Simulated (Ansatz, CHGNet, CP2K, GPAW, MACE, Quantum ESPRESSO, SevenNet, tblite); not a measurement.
# The unslipped end of a generalised stacking fault on (111) (glide set) of a Ge-Si solid solution (72 atoms) in CP2K, part 2 of 2

Aim: run the unslipped end of a generalised stacking fault on (111) (glide set) of a Ge-Si solid solution (72 atoms) in CP2K and see how near its forces come to a plane-wave reference, and at what cost.

Program: CP2K 2026.2; the method stands at each step. Banners and routine set-up lines are dropped from the logs; longer cuts are marked.

So far. Step 2 (PBE, DZVP-UZH, 350/50 Ry, diagonalisation): Forces lie 3.8 % from the reference's, at 0.22 times its CPU time (on 2 against 4 cores). Step 3 (PBE, TZVP-MOLOPT (SR for Ge), 350/50 Ry …): Against the first run (3.8 %), the force difference from the reference is 3.9 %, at 1.0 times the CPU time (on 4 against 2 cores), with 1224 basis functions against 936: size alone doesn't set the difference here.

### Step 4. PBE, DZVP-UZH, 350/20 Ry, diagonalisation

Method: Kohn-Sham DFT, PBE, GTH-PBE pseudopotentials, Gaussian and plane waves, DZVP-MOLOPT (UZH set), diagonalisation.

Input file input.inp:

```
&GLOBAL
  PROJECT cell
  RUN_TYPE ENERGY_FORCE
  PRINT_LEVEL LOW
&END GLOBAL
&FORCE_EVAL
  METHOD QS
  STRESS_TENSOR ANALYTICAL
  &DFT
    BASIS_SET_FILE_NAME BASIS_MOLOPT_UZH
    POTENTIAL_FILE_NAME POTENTIAL_UZH
    &MGRID
      CUTOFF 350
      REL_CUTOFF 20
    &END MGRID
    &QS
      EPS_DEFAULT 1.0E-12
    &END QS
    &SCF
      SCF_GUESS ATOMIC
      EPS_SCF 1.0E-06
      MAX_SCF 200
      ADDED_MOS 32
      &DIAGONALIZATION
        ALGORITHM STANDARD
      &END DIAGONALIZATION
      &SMEAR ON
        METHOD FERMI_DIRAC
        ELECTRONIC_TEMPERATURE [K] 580
      &END SMEAR
      &MIXING
        METHOD BROYDEN_MIXING
        ALPHA 0.15
        NBROYDEN 8
      &END MIXING
      &PRINT
        &RESTART OFF
        &END RESTART
      &END PRINT
    &END SCF
    &XC
      &XC_FUNCTIONAL PBE
      &END XC_FUNCTIONAL
    &END XC
    &PRINT
      &MULLIKEN ON
      &END MULLIKEN
      &HIRSHFELD ON
        SHAPE_FUNCTION DENSITY
      &END HIRSHFELD
      &MO ON
        EIGENVALUES T
        OCCUPATION_NUMBERS T
        MO_INDEX_RANGE 133 156
        &EACH
          QS_SCF 0
        &END EACH
        ADD_LAST NUMERIC
      &END MO
    &END PRINT
  &END DFT
  &SUBSYS
    &CELL
      A 6.84865 0.00000 0.00000
      B 0.00000 11.86221 0.00000
      C 0.00000 0.00000 19.57091
    &END CELL
    &TOPOLOGY
      COORD_FILE_NAME structure.xyz
      COORD_FILE_FORMAT XYZ
    &END TOPOLOGY
    &KIND Ge
      BASIS_SET DZVP-MOLOPT-PBE-GTH-q4
      POTENTIAL GTH-PBE-q4
    &END KIND
    &KIND Si
      BASIS_SET DZVP-MOLOPT-PBE-GTH-q4
      POTENTIAL GTH-PBE-q4
    &END KIND
  &END SUBSYS
  &PRINT
    &FORCES ON
    &END FORCES
    &STRESS_TENSOR ON
    &END STRESS_TENSOR
  &END PRINT
&END FORCE_EVAL
```

Input file structure.xyz:

```xyz
72

[... 72 atom lines left out: the same atoms as in the first run ...]
```

Command:

```bash
> OMP_NUM_THREADS=2 cp2k.psmp -i input.inp > output.txt
```

Standard output:

```text
CP2K| version string:                                       CP2K version 2026.2
 CP2K| Input file name                                                 input.inp
 GLOBAL| Basis set file name                                    BASIS_MOLOPT_UZH
 GLOBAL| Potential file name                                       POTENTIAL_UZH
 GLOBAL| Run type                                                   ENERGY_FORCE
 GLOBAL| Total number of message passing processes                             1
 GLOBAL| Number of threads for this process                                    2
 TOTAL NUMBERS AND MAXIMUM NUMBERS
  Total number of            - Atomic kinds:                                   2
                             - Atoms:                                         72
[... lines left out ...]
                        Smear method:                                FERMI_DIRAC
[... lines left out ...]
 Number of electrons:                                                        288
[... lines left out ...]
  Step     Update method      Time    Convergence         Total energy    Change
[... lines left out ...]
  *** SCF run converged in    17 steps ***
[... lines left out ...]
  Fermi energy:                                                 0.184845
  Total energy:                                              -282.621087
  Total energy (extrapolated to T->0):                       -282.619669
[... lines left out ...]
 MO| E(Fermi):            0.184845 a.u.          5.029882 eV
[... lines left out ...]
 !-----------------------------------------------------------------------------!
 !-----------------------------------------------------------------------------!
                           Hirshfeld Charges
  #Atom  Element  Kind  Ref Charge     Population                    Net charge
      1       Ge     1       4.000          4.006                        -0.006
      2       Ge     1       4.000          3.993                         0.007
      3       Ge     1       4.000          3.995                         0.005
[...]
71       Ge     1       4.000          3.986                         0.014
     72       Si     2       4.000          4.007                        -0.007
  Total Charge                                                           -0.000
 !-----------------------------------------------------------------------------!
 ENERGY| Total FORCE_EVAL ( QS ) energy [hartree]           -282.621070
 FORCES| Atomic forces [hartree/bohr]
 FORCES|   Atom     x               y               z               |f|
 FORCES|      1 -6.57090300E-04 -1.02240009E-02 -2.59362648E-02   2.78864088E-02
 FORCES|      2  7.70237706E-03 -2.58042959E-02 -2.79756409E-03   2.70742435E-02
 FORCES|      3 -1.25469148E-02  1.13836903E-02  1.35378182E-03   1.69954759E-02
[...]
FORCES|     71  6.91953115E-03  1.04184903E-02  8.35294109E-03   1.50398297E-02
 FORCES|     72  1.00076537E-02  2.63639635E-03  2.76909427E-02   2.95616648E-02
 FORCES| Sum    -3.67256223E-04  5.09570144E-03 -1.72317005E-04
 FORCES| Total atomic force                                       5.11182389E-03
 STRESS| Analytical stress tensor [bar]
 STRESS|                        x                   y                   z
 STRESS|      x       -3.44524240937E+04  -1.32371731552E+03  -7.82626279786E+03
 STRESS|      y       -1.32371731552E+03   8.94286578988E+04   5.30799497496E+02
 STRESS|      z       -7.82626279786E+03   5.30799497496E+02   1.61237455140E+04
 STRESS| 1/3 Trace                                             2.36999931064E+04
```

Wall time 82 s (2 threads of Arm Neoverse V1, shared host); peak memory 1.9 GiB.

Against the reference:

- r.m.s. force component: 0.6248 eV/Å
- r.m.s. difference of force components: 32.14 meV/Å
- longest difference of force vectors: 129.8 meV/Å
- force difference over r.m.s. force: 5.235 %
- slope of forces against the reference's: 1.017
- correlation of force components: 0.9988
- pressure: 2.37 GPa
- pressure difference: 0.656 GPa
- energy less the same-level run's: -2.34 meV/atom
- r.m.s. force difference from the same-level run: 22.43 meV/Å

This is a coarse setting, run to see what it loses.

Against the first run (3.8 %), the force difference from the reference is 5.2 %, at 0.71 times the CPU time: the grid matters here.

### Step 5. The ladder

Differences are against the plane-wave reference, forces as r.m.s. over components; share is that over the reference's r.m.s. force, slope the least-squares factor from reference forces to these. Total energies of different programs have different zeros and aren't compared.

| run | Δ force, r.m.s. (meV/Å) | share (%) | slope | Δ pressure (GPa) | cores | CPU time | memory (GiB) |
| --- | --- | --- | --- | --- | --- | --- | --- |
| reference | - | - | - | - | 4 | 16 min | 4.4 |
| CP2K PBE, DZVP-UZH, 350/50 Ry, diagonalisation | 23.1 | 3.76 | 1.020 | 0.556 | 2 | 3.5 min | 1.9 |
| CP2K PBE, TZVP-MOLOPT (SR for Ge), 350/50 Ry, diagonalisation | 23.8 | 3.88 | 1.020 | 0.362 | 4 | 3.6 min | 3.5 |
| CP2K PBE, DZVP-UZH, 350/20 Ry, diagonalisation (coarse) | 32.1 | 5.24 | 1.017 | 0.656 | 2 | 2.5 min | 1.9 |

Rows marked coarse use a setting chosen to be so.

CPU time is summed over cores on a shared host, where runs went side by side, so it is rough. Symmetry, cutoffs, thresholds, outputs and thread counts weren't matched or tuned between programs; memory under MPI is the largest rank's times the ranks.

Mean charges by element (e), by run and scheme:

| run | scheme | Ge | Si |
| --- | --- | --- | --- |
| CP2K PBE, DZVP-UZH, 350/50 Ry, diagonalisation | Mulliken | -0.05 | +0.12 |
| CP2K PBE, DZVP-UZH, 350/50 Ry, diagonalisation | Hirshfeld | 0.00 | 0.00 |
| CP2K PBE, TZVP-MOLOPT (SR for Ge), 350/50 Ry, diagonalisation | Mulliken | -0.07 | +0.16 |
| CP2K PBE, TZVP-MOLOPT (SR for Ge), 350/50 Ry, diagonalisation | Hirshfeld | 0.00 | 0.00 |

Within one program, basis, potentials and functional, energies share a zero. Each run against its twin at the usual cutoff or grid and solver:

| run | twin | Δ energy (meV/atom) | Δ force, r.m.s. (meV/Å) | CPU time over the twin's |
| --- | --- | --- | --- | --- |
| CP2K PBE, DZVP-UZH, 350/20 Ry, diagonalisation | DZVP-UZH, 350/50 Ry, diagonalisation | -2.34 | 22.4 | 0.71 |

A second geometry, displaced anew (diamond-structure Ge (a = 5.5919 Å), cell with z along [111], 1 x 3 x 2 periods; the third cell vector is tilted by 0.000 of 1/2[11-2] and lengthened by 0.2 Å, so the stacking has no slip (glide set); displaced by a Gaussian of 0.01 Å; 21 of 72 Ge sites given to Si at random (lattice constant by Vegard's rule between Ge and Si) Then every atom was moved at random, 0.06 Å r.m.s. a Cartesian component (hydrogen 0.6 of that)), gives an energy difference that all programs can be tested on. The reference puts it at 34.6 meV/atom.

| run | energy less the first geometry's (meV/atom) | error (meV/atom) | force share at the second geometry (%) |
| --- | --- | --- | --- |
| CP2K PBE, DZVP-UZH, 350/50 Ry, diagonalisation | 34.85 | 0.254 | 2.90 |
| CP2K PBE, TZVP-MOLOPT (SR for Ge), 350/50 Ry, diagonalisation | 34.30 | -0.301 | 2.85 |
| CP2K PBE, DZVP-UZH, 350/20 Ry, diagonalisation | 34.75 | 0.155 | 3.95 |

### Step 6. What came out

* nearest in forces: CP2K PBE, DZVP-UZH, 350/50 Ry, diagonalisation, 3.8 %
* its CPU time: 3.5 min

In words: The PBE runs in local orbitals, coarse settings apart, differ by 3.8 % (CP2K PBE, DZVP-UZH, 350/50 Ry, diagonalisation) to 3.9 % (CP2K PBE, TZVP-MOLOPT (SR for Ge), 350/50 Ry, diagonalisation); basis, grid and potentials can all enter. Runs with settings chosen to be coarse differ by 5.2 % (CP2K PBE, DZVP-UZH, 350/20 Ry, diagonalisation), their programs' other errors included. Of the electronic-structure runs that take under half the reference's CPU time, CP2K PBE, DZVP-UZH, 350/50 Ry, diagonalisation comes nearest, at 3.8 % in 3.5 min against 16 min. Charges hang on scheme and program or settings: among these rows the mean for Si runs from -0.00 to +0.16 e. The energy difference between the two geometries, 34.6 meV/atom in the reference, is met best by CP2K PBE, DZVP-UZH, 350/20 Ry, diagonalisation (coarse) (+0.155) and worst by CP2K PBE, TZVP-MOLOPT (SR for Ge), 350/50 Ry, diagonalisation (-0.301). The potentials hold different valence shells: 798 electrons in the reference, 288 in CP2K with TZVP-MOLOPT; this bears on time and differences. The reference's pressure holds the uncorrected Pulay stress of its 45 Ry basis, so small pressure differences, and their order, may be the reference's own error. The reference's stress is far from hydrostatic: its diagonal is -4.0, 8.2, 1.0 GPa, compression counted positive. The host structure and its lattice constant were typed by rule, without a check against the phase diagram. The reference's pressure of 1.7 GPa belongs to unrelaxed atoms and would change as they relax. The electronic-structure runs sample only Γ, in a cell whose shortest periodic width is 7 Å.

[Long decimals in the printed logs are rounded to 6 places.]

[Also dropped from logs without a mark: lines with file paths, logging warnings of Python, QE's lines on negative density and diagonalisation, SIESTA's first energy breakdown, zero terms and Voronoi charges.]

[Logs are printed without paths, hosts, clocks, repeated set-up lines and the standing remarks that a program may print on its own settings, such as how far it seeks lower states.]

[Hosts, paths, dates, database ids (printed as entryN), source tags and the programs' standing remarks are cut or masked in the printed files.]

[Most failed runs of this program on this cell are left out, timed-out ones always.]
